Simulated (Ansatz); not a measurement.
# The perfect armchair BP nanoribbon (N = 4, H/H2 edges), part 3 of 4

What gap, if any, does the armchair BP nanoribbon (N = 4, H/H2 edges) have, and how does it change with the functional and under strain?

Ansatz 0.2.0; DFT PBE, plane waves, PAW; relaxation of a wire's period (the session's first sound run).

So far, band gap (eV): step 3 (bands of the perfect wire, PBE) 1.32; step 4 (levels at the same atoms, level LDA, cutoff 420 eV, LDA PBE) 1.27; step 5 (levels at the same atoms, level PBEsol, cutoff 420 eV, PBEsol PBE) 1.30; step 6 (levels at the same atoms, level r2SCAN, cutoff 500 eV, r2SCAN PBE) 1.50.

## (7) Levels at the same atoms, level HSE06, cutoff 420 eV

This step: DFT HSE06, plane waves, PAW; levels of a perfect wire at the PBE geometry (Ansatz 0.2.0).

The atoms stay at the PBE geometry and the functional changes. HSE06 mixes in a quarter of short-range exact exchange, which removes part of the self-interaction that closes gaps; it is dear, so the mesh is thinner and no path is run. Against the first PBE run of this kind, the mesh along the wire has 6 points against 15.

The input, input.yaml:

```yaml
crystal:
  lattice:
    - [13.76, 0.0, 0.0]
    - [0.0, 9.256, 0.0]
    - [0.0, 0.0, 5.5895162939]
  atoms:
    - { symbol: B, position: [0.337514762, 0.5, 0.996152448] }
    - { symbol: B, position: [0.568738581, 0.5, 0.004788851] }
    - { symbol: P, position: [0.34468662, 0.5, 0.320754334] }
    - { symbol: P, position: [0.573315599, 0.5, 0.33207396] }
    - { symbol: H, position: [0.743964649, 0.608656673, 0.430855654] }
    - { symbol: H, position: [0.743964649, 0.391343327, 0.430855654] }
    - { symbol: H, position: [0.25652891, 0.5, 0.449688834] }
    - { symbol: B, position: [0.457299948, 0.5, 0.497526179] }
    - { symbol: B, position: [0.700404568, 0.5, 0.486526703] }
    - { symbol: P, position: [0.454302067, 0.5, 0.834359575] }
    - { symbol: P, position: [0.69073587, 0.5, 0.835164372] }
    - { symbol: H, position: [0.26081936, 0.5, 0.895827035] }
    - { symbol: H, position: [0.745328324, 0.615983793, 0.932050118] }
    - { symbol: H, position: [0.745328324, 0.384016207, 0.932050118] }
kpoints:
  mp_grid: { grid: [1, 1, 6] }
scf:
  occupations: { method: fermi_dirac, width: 0.05 }
hamiltonian:
  xc: hse06
```

Launch:

```sh
$ ansatz run input.yaml --threads 8 --pin off --max-ram 16384MiB --backend cpu --events-out ev --progress --plain --runs-dir out
```

Numbers of over 12 decimals in the logs are rounded to 6 here.

Log:

```text
exact exchange: scf.exx.singularity resolves to wigner_seitz, which cuts the screened interaction at the faces of the exchange supercell's Wigner-Seitz cell, so that each pair interacts once, at the shortest of its separations (the periodic images that this leaves out come, for a point-like exchange hole, to about 0.005 eV on a filled level). The cut falls within the interaction's reach, and what an exchange supercel [...]
[...]
Crystal: 14 atoms, lattice volume = 711.895 Å³
[...]
E sigma→0 (E₀):  -3744.393695 eV
Fermi energy:    -2.369225 eV
[...]
--- Band table (eV) ---
  k-point 0: bands = [... 15 lower, -5.7420, -5.6822, -4.4246, -3.2929, -1.4456]
  k-point 1: bands = [... 15 lower, -5.9950, -5.7521, -4.4014, -3.8532, -0.8372]
  k-point 2: bands = [... 15 lower, -6.2401, -6.1512, -4.8763, -4.1865, -0.6928]
  k-point 3: bands = [... 15 lower, -6.5168, -5.7327, -5.5810, -4.1451, -0.8560]
  guard bands above this table: 13 of the run's 33 bands. The solve was not asked for them (output.publish_guard_bands: true or output.eigenvalues: true publishes all)
[key lines of the parts left out:]
Free energy (F): -3744.393695 eV
```

The job ended after 19 s (8 threads of Arm Neoverse V1, shared host; peak memory 1.5 GiB).

The gap is 1.85 eV, against 1.32 eV under PBE at the relaxed period.

## (8) The series together

Times are for 8 threads of Arm Neoverse V1, shared host. The series side by side:

```csv
no.,level,band gap (eV),time,memory (GiB)
1,LDA,1.270,13 s,1.8
2,PBEsol,1.297,14 s,1.8
3,r2SCAN,1.504,30 s,3.1
4,HSE06,1.847,19 s,1.5
```

## (9) Strain along the wire, period over the relaxed period 1.03

This step: DFT PBE, plane waves, PAW; relaxation at a fixed period (Ansatz 0.2.0).

The period is set to 1.03 times the relaxed one and the atoms relax within it: strain changes bond lengths and angles, which shifts the bands against each other. Against the first PBE run of this kind, the mesh along the wire has 11 points against 15.

The cell differs from the one that the last finished run ended in (c 5.590 → 5.757 Å).

The input, input.yaml:

```yaml
crystal:
  lattice:
    - [13.76, 0.0, 0.0]
    - [0.0, 9.256, 0.0]
    - [0.0, 0.0, 5.7572017827]
  atoms:
    - { symbol: B, position: [0.337514762, 0.5, 0.996152448], spin: 0.5 }
    - { symbol: B, position: [0.568738581, 0.5, 0.004788851] }
    - { symbol: P, position: [0.34468662, 0.5, 0.320754334], spin: 0.5 }
    - { symbol: P, position: [0.573315599, 0.5, 0.33207396] }
    - { symbol: H, position: [0.743964649, 0.608656673, 0.430855654] }
    - { symbol: H, position: [0.743964649, 0.391343327, 0.430855654] }
    - { symbol: H, position: [0.25652891, 0.5, 0.449688834] }
    - { symbol: B, position: [0.457299948, 0.5, 0.497526179] }
    - { symbol: B, position: [0.700404568, 0.5, 0.486526703], spin: -0.5 }
    - { symbol: P, position: [0.454302067, 0.5, 0.834359575] }
    - { symbol: P, position: [0.69073587, 0.5, 0.835164372], spin: -0.5 }
    - { symbol: H, position: [0.26081936, 0.5, 0.895827035] }
    - { symbol: H, position: [0.745328324, 0.615983793, 0.932050118] }
    - { symbol: H, position: [0.745328324, 0.384016207, 0.932050118] }
magnetization:
  spin_polarized: true
kpoints:
  mp_grid: { grid: [1, 1, 11] }
  band_path: { path: ["Γ", Z], npoints: 50 }
scf:
  occupations: { method: fermi_dirac, width: 0.05 }
hamiltonian:
  xc: pbe
relax:
  max_steps: 40
  f_tol: 0.02
output:
  stress: true
```

Log:

```text
Warning: output.stress: scf.convergence.dr2_threshold = 1e-7 eV (the SCF's general default) is looser than the 1.4e-9 eV advised for a printed stress (1e-10 eV for each atom of the cell: 14). What an SCF threshold leaves in a stress goes as its square root, and in the free energy as the threshold itself, and one threshold admits the most on a small cell: [figures from the program's tests cut] Every solve of this run  [...]
[...]
Crystal: 14 atoms, lattice volume = 733.252 Å³
Basis set: ecut = 420 eV, 14373 PW (Γ), exchange–correlation on 192×128×80 points (8 copies of the dense FFT grid, shifted against one another)
Bands: 34, of which v1, the nominal top of the filled ones, is band 19 counted from 1 (18 counted from 0)
Symmetry: 2 space group operations
[...]
k-points: 6 of 11 (time reversal used)
[...]
Starting moments: Σ|m| = 2 μB on 4 of 14 sites
[...]
SCF iter   1: F=—  HF=-3747.086462 eV  |F-HF|=—  |Δ(HF+E_count)|=         —  Δρ=2.16e-2 (↑2.16e-2 ↓2.13e-2)  dr2=1.56e1  dr2_m=1.41e-1  M=0.000 μB ∫|m|=0.372 μB  β_m=0.30  ethr=3.10e-3  ⟨swp⟩=8.8  Hψ=2765  notcnv=0  defer=44
[...]
SCF iter  15: F=-3741.767108 eV  HF=-3741.767108 eV  |F-HF|=9.39e-10  |Δ(HF+E_count)|=   2.64e-8  Δρ=8.53e-7 (↑8.53e-7 ↓5.03e-7)  dr2=7.12e-9  dr2_m=2.58e-9  M=0.000 μB ∫|m|=0.000 μB  ethr=9.26e-11  ⟨swp⟩=2.2  Hψ=682  notcnv=0
[...]
SCF 1 converged in 15 iterations: F = -3741.767108 eV  dr2 = 7.12e-9
[...]
relax step   1: F+E_penalty+E_count = -3741.76710841 eV  Δ(F+E_penalty+E_count) = +0.000e0 eV  max|allowed force component| = 5.237e-1 eV/Å  Δτ_max = 0.0000 Å  (15 SCF iters, dr2 threshold 1.00e-5 eV, accepted)
[...]
SCF iter   8: F=-3741.813273 eV  HF=-3741.813273 eV  |F-HF|=1.56e-8  |Δ(HF+E_count)|=   1.09e-7  Δρ=1.27e-6 (↑1.27e-6 ↓1.09e-6)  dr2=1.87e-8  dr2_m=5.55e-9  M=0.000 μB ∫|m|=0.000 μB  ethr=6.56e-10  ⟨swp⟩=1.0  Hψ=1033  notcnv=0
[...]
SCF 2 converged in 8 iterations: F = -3741.813273 eV  dr2 = 1.87e-8
[...]
relax step   2: F+E_penalty+E_count = -3741.81327339 eV  Δ(F+E_penalty+E_count) = -4.616e-2 eV  max|allowed force component| = 2.799e-1 eV/Å  Δτ_max = 0.0482 Å  (8 SCF iters, dr2 threshold 1.71e-5 eV, accepted)
SCF iter   1: F=—  HF=-3741.827332 eV  |F-HF|=—  |Δ(HF+E_count)|=         —  Δρ=8.56e-4 (↑8.52e-4 ↓8.56e-4)  dr2=1.81e-2  dr2_m=5.94e-5  M=0.000 μB ∫|m|=0.008 μB  β_m=0.30  ethr=3.61e-4  ⟨swp⟩=5.5  Hψ=1245  notcnv=0  defer=80
[...]
SCF iter   9: F=-3741.822968 eV  HF=-3741.822968 eV  |F-HF|=7.34e-10  |Δ(HF+E_count)|=   1.24e-8  Δρ=2.89e-7 (↑2.89e-7 ↓2.88e-7)  dr2=5.16e-10  dr2_m=4.67e-10  M=0.000 μB ∫|m|=0.000 μB  ethr=1.78e-11  ⟨swp⟩=1.0  Hψ=1059  notcnv=0
[...]
SCF 3 converged in 9 iterations: F = -3741.822968 eV  dr2 = 5.16e-10
relax step   3: F+E_penalty+E_count = -3741.82296829 eV  Δ(F+E_penalty+E_count) = -9.695e-3 eV  max|allowed force component| = 4.214e-2 eV/Å  Δτ_max = 0.0363 Å  (9 SCF iters, dr2 threshold 4.89e-6 eV, accepted)
SCF iter   1: F=—  HF=-3741.823297 eV  |F-HF|=—  |Δ(HF+E_count)|=         —  Δρ=1.43e-4 (↑1.43e-4 ↓1.40e-4)  dr2=4.57e-4  dr2_m=1.06e-6  M=-0.000 μB ∫|m|=0.001 μB  β_m=0.30  ethr=1.47e-5  ⟨swp⟩=2.7  Hψ=948  notcnv=0  defer=80
[...]
SCF iter   9: F=-3741.823215 eV  HF=-3741.823215 eV  |F-HF|=1.23e-11  |Δ(HF+E_count)|=  1.76e-10  Δρ=4.59e-8 (↑4.59e-8 ↓4.25e-8)  dr2=2.23e-11  dr2_m=9.32e-12  M=-0.000 μB ∫|m|=0.000 μB  ethr=1.00e-12  ⟨swp⟩=1.0  Hψ=983  notcnv=0
[...]
SCF 4 converged in 9 iterations: F = -3741.823215 eV  dr2 = 2.23e-11
relax step   4: F+E_penalty+E_count = -3741.82321543 eV  Δ(F+E_penalty+E_count) = -2.471e-4 eV  max|allowed force component| = 1.240e-2 eV/Å  Δτ_max = 0.0045 Å  (9 SCF iters, accepted)
[...]
the band table was solved once a step of the walk had ended and its energy, with any forces and stress, was formed, with the checks that follow a solve (3468 applications of the Hamiltonian). They found nothing against the state; the energy, forces and stress were not computed again (output.eigenvalues in the input reference)
[...]
SCF converged after 9 iterations
Magnetization: -0.0000 μB (19.0000 up, 19.0000 down)
Absolute magnetization: 0.0000 μB (∫|ρ↑−ρ↓|, with the PAW one-centre terms)
[...]
Per-site moments (μB) at R_I (Å): [(-1.5080271134568787e-7, 0.493253), (-7.744574751648435e-8, 0.764254), (1.7609442070791118e-7, 0.582327), (7.152388384464658e-8, 0.766131), (1.1345745015221732e-8, 0.499497), (1.134574501937341e-8, 0.499497), (-1.2631038684153718e-7, 0.582327), (-3.3027507271860304e-7, 0.762049), (9.311606295207161e-9, 0.499497), (1.7302040246739188e-7, 0.763792), (-1.4616435419601682e-9, 0.584953), (5.2212308060528085e-8, 0.493253), (-3.27267647878497e-8, 0.584953), (-3.2726764781702854e-8, 0.584953)]
Free energy (F): -3741.823215 eV
[...]
Internal energy: -3741.823215 eV  (E = F + TS)
E sigma→0 (E₀):  -3741.823215 eV
Entropy (-TS):   -0.000000 eV (-0.000 meV/atom)
Fermi energy:    -2.465527 eV
[...]
--- Forces (eV/Å), atoms counted from 1 ---
  atom   1  B      0.00833982     0.00000000    -0.01240029
  atom   2  B      0.00142014     0.00000000    -0.00206151
  atom   3  P      0.00340582    -0.00000000     0.00888264
  atom   4  P      0.00614971     0.00000000    -0.00372011
  atom   5  H     -0.00123009     0.00261441    -0.00235642
  atom   6  H     -0.00123009    -0.00261441    -0.00235642
  atom   7  H     -0.00184211    -0.00000000     0.00029796
  atom   8  B     -0.00297930    -0.00000000     0.00193679
  atom   9  B     -0.00852397    -0.00000000     0.00052739
  atom  10  P     -0.00010160    -0.00000000     0.00114959
  atom  11  P      0.00163489    -0.00000000     0.00288539
  atom  12  H     -0.00446745    -0.00000000     0.00074715
  atom  13  H     -0.00028670    -0.00038802     0.00323455
  atom  14  H     -0.00028670     0.00038802     0.00323455
  max |Σ_I F_I| component: 2.36e-6 eV/Å
--- Stress (GPa, compression-positive) ---
       -0.007875      -0.000000       0.002647
       -0.000000       0.011715       0.000000
        0.002647       0.000000      -1.248873
  P = ⅓ Tr σ = -0.4150 GPa (-4.150 kbar)
--- Band table (eV; the first three rows and the last of 12) ---
  k-point 0 ↑: bands = [... 15 lower, -5.2037, -4.9525, -3.9698, -3.1696, -1.7627, -0.5271, 0.4688, 0.8731, ... 11 higher]
  k-point 1 ↑: bands = [... 15 lower, -5.2700, -4.9814, -3.9641, -3.3399, -1.5662, -0.5765, 0.4874, 0.8042, ... 11 higher]
  k-point 2 ↑: bands = [... 15 lower, -5.4562, -5.0804, -3.9835, -3.6541, -1.1678, -0.6742, 0.5065, 0.7077, ... 11 higher]
  k-point 5 ↓: bands = [... 15 lower, -5.6659, -5.2327, -4.9183, -3.7251, -1.1811, 0.2441, 0.4418, 0.5192, ... 11 higher]
--- Relaxed structure (4 steps of the walk, 4 accepted, 0 SCFs on fresh bases) ---
  F+E_penalty+E_count = -3741.82321543 eV   max|allowed force component| = 1.240e-2 eV/Å
  atoms:
    - { symbol: B, position: [0.340171, 0.500000, 1.000351] }
    - { symbol: B, position: [0.568280, 0.500000, 0.00737527] }
    - { symbol: P, position: [0.347128, 0.500000, 0.318048] }
    - { symbol: P, position: [0.572812, 0.500000, 0.329846] }
    - { symbol: H, position: [0.742956, 0.608603, 0.440235] }
    - { symbol: H, position: [0.742956, 0.391397, 0.440235] }
    - { symbol: H, position: [0.257084, 0.500000, 0.435566] }
    - { symbol: B, position: [0.457937, 0.500000, 0.499230] }
    - { symbol: B, position: [0.698492, 0.500000, 0.489807] }
    - { symbol: P, position: [0.455098, 0.500000, 0.833056] }
    - { symbol: P, position: [0.688643, 0.500000, 0.832068] }
    - { symbol: H, position: [0.261959, 0.500000, 0.909819] }
    - { symbol: H, position: [0.744708, 0.615886, 0.921520] }
    - { symbol: H, position: [0.744708, 0.384114, 0.921520] }
```

Wall time 45 s (8 threads); peak memory 2.3 GiB; 5.8 min of CPU time.

Relaxation path:

```csv
step,energy less that of the first step (eV),largest force component (eV/Å)
1,0.0000,0.5237
2,-0.0462,0.2799
3,-0.0559,0.0421
4,-0.0561,0.0124
```

Forces are held to the 2 operations that the run works with; a distortion that breaks them can't arise in this run.

The atoms that moved most (Å):

```csv
atom,dx,dy,dz,length
H12,0.016,0.000,0.081,0.082
H7,0.008,0.000,-0.081,0.082
H14,-0.009,0.001,-0.061,0.061
H13,-0.009,-0.001,-0.061,0.061
H5,-0.014,0.000,0.054,0.056
H6,-0.014,0.000,0.054,0.056
B1,0.037,0.000,0.024,0.044
P3,0.034,0.000,-0.016,0.037
```

Final coordinates:

```cif
data_structure
_symmetry_space_group_name_H-M 'P 1'
_symmetry_Int_Tables_number 1
_cell_length_a 13.7600
_cell_length_b 9.2560
_cell_length_c 5.7572
_cell_angle_alpha 90.000
_cell_angle_beta 90.000
_cell_angle_gamma 90.000
_cell_volume 733.25
loop_
_atom_site_label
_atom_site_type_symbol
_atom_site_fract_x
_atom_site_fract_y
_atom_site_fract_z
_atom_site_occupancy
B1 B 0.34017 0.50000 0.00035 1
B2 B 0.56828 0.50000 0.00738 1
P3 P 0.34713 0.50000 0.31805 1
P4 P 0.57281 0.50000 0.32985 1
H5 H 0.74296 0.60860 0.44023 1
H6 H 0.74296 0.39140 0.44023 1
H7 H 0.25708 0.50000 0.43557 1
B8 B 0.45794 0.50000 0.49923 1
B9 B 0.69849 0.50000 0.48981 1
P10 P 0.45510 0.50000 0.83306 1
P11 P 0.68864 0.50000 0.83207 1
H12 H 0.26196 0.50000 0.90982 1
H13 H 0.74471 0.61589 0.92152 1
H14 H 0.74471 0.38411 0.92152 1
```

This step gave:

- band gap: 1.407 eV

The electronic bands at the labelled points (eV, zero at the Fermi level):

```csv
point,up 18,up 19,up 20,up 21,down 18,down 19,down 20,down 21
Γ,-1.50,-0.70,0.70,1.94,-1.50,-0.70,0.70,1.94
halfway,-1.67,-1.30,1.47,1.87,-1.67,-1.30,1.47,1.87
Z,-2.57,-1.26,1.27,2.71,-2.57,-1.26,1.27,2.71
```

The gap is 1.41 eV, against 1.32 eV under PBE at the relaxed period, with no moment.

## (10) Strain along the wire, period over the relaxed period 1.06

The period is set to 1.06 times the relaxed one and the atoms relax within it: strain changes bond lengths and angles, which shifts the bands against each other. Against the first PBE run of this kind, the mesh along the wire has 11 points against 15.

The cell differs from the one that the last finished run ended in (c 5.757 → 5.925 Å).

input.yaml: that of step 9 with these lines changed.

```diff
@@ -4,3 +4,3 @@
     - [0.0, 9.256, 0.0]
-    - [0.0, 0.0, 5.7572017827]
+    - [0.0, 0.0, 5.9248872715]
   atoms:
```

Log:

```text
[...]
Crystal: 14 atoms, lattice volume = 754.609 Å³
Basis set: ecut = 420 eV, 14785 PW (Γ), exchange–correlation on 192×128×80 points (8 copies of the dense FFT grid, shifted against one another)
Bands: 34, of which v1, the nominal top of the filled ones, is band 19 counted from 1 (18 counted from 0)
[...]
- { symbol: H, position: [0.257590, 0.5, 0.422215] }
    - { symbol: B, position: [0.458439, 0.5, 0.500035] }
    - { symbol: B, position: [0.696688, 0.5, 0.492862] }
    - { symbol: P, position: [0.455873, 0.5, 0.832343] }
    - { symbol: P, position: [0.686751, 0.5, 0.829485] }
    - { symbol: H, position: [0.263163, 0.5, 0.922685] }
    - { symbol: H, position: [0.744123, 0.615772, 0.912190] }
    - { symbol: H, position: [0.744123, 0.384228, 0.912190] }
[key lines of the parts left out:]
SCF converged after 8 iterations
Magnetization: -0.0000 μB (19.0000 up, 19.0000 down)
Free energy (F): -3741.579406 eV
Fermi energy:    -2.594664 eV
P = ⅓ Tr σ = -0.7932 GPa (-7.932 kbar)
```

It took 51 s on 8 threads; peak memory 2.4 GiB.

Step by step:

```csv
step,energy less that of the first step (eV),largest force component (eV/Å)
1,0.0000,0.8413
2,-0.1660,0.4530
3,-0.1960,0.1033
4,-0.1970,0.0288
5,-0.1971,0.0040
```

Forces are held to the 2 operations that the run works with; a distortion that breaks them can't arise in this run.

The atoms that moved most (Å):

```csv
atom,dx,dy,dz,length
H7,0.015,0.000,-0.163,0.163
H12,0.032,0.000,0.159,0.162
H13,-0.017,-0.002,-0.118,0.119
H14,-0.017,0.002,-0.118,0.119
H6,-0.029,0.000,0.106,0.110
H5,-0.029,0.000,0.106,0.110
B1,0.072,0.000,0.047,0.086
P3,0.064,0.000,-0.031,0.072
```

The relaxed structure:

```cif
data_structure
_symmetry_space_group_name_H-M 'P 1'
_symmetry_Int_Tables_number 1
_cell_length_a 13.7600
_cell_length_b 9.2560
_cell_length_c 5.9249
_cell_angle_alpha 90.000
_cell_angle_beta 90.000
_cell_angle_gamma 90.000
_cell_volume 754.61
loop_
_atom_site_label
_atom_site_type_symbol
_atom_site_fract_x
_atom_site_fract_y
_atom_site_fract_z
_atom_site_occupancy
B1 B 0.34274 0.50000 0.00415 1
B2 B 0.56800 0.50000 0.00947 1
P3 P 0.34937 0.50000 0.31544 1
P4 P 0.57240 0.50000 0.32795 1
H5 H 0.74184 0.60866 0.44883 1
H6 H 0.74184 0.39134 0.44883 1
H7 H 0.25759 0.50000 0.42221 1
B8 B 0.45844 0.50000 0.50003 1
B9 B 0.69669 0.50000 0.49286 1
P10 P 0.45587 0.50000 0.83234 1
P11 P 0.68675 0.50000 0.82948 1
H12 H 0.26316 0.50000 0.92269 1
H13 H 0.74412 0.61577 0.91219 1
H14 H 0.74412 0.38423 0.91219 1
```

Numbers from this step:

```yaml
band_gap: 1.493 eV
```

[end of part 3 of 4]

[Logs are printed without paths, hosts, clocks, repeated set-up lines and the standing remarks that a program may print on its own settings, such as how far it seeks lower states.]

[Hosts, paths, dates, database ids (printed as entryN), source tags and the programs' standing remarks are cut or masked in the printed files.]
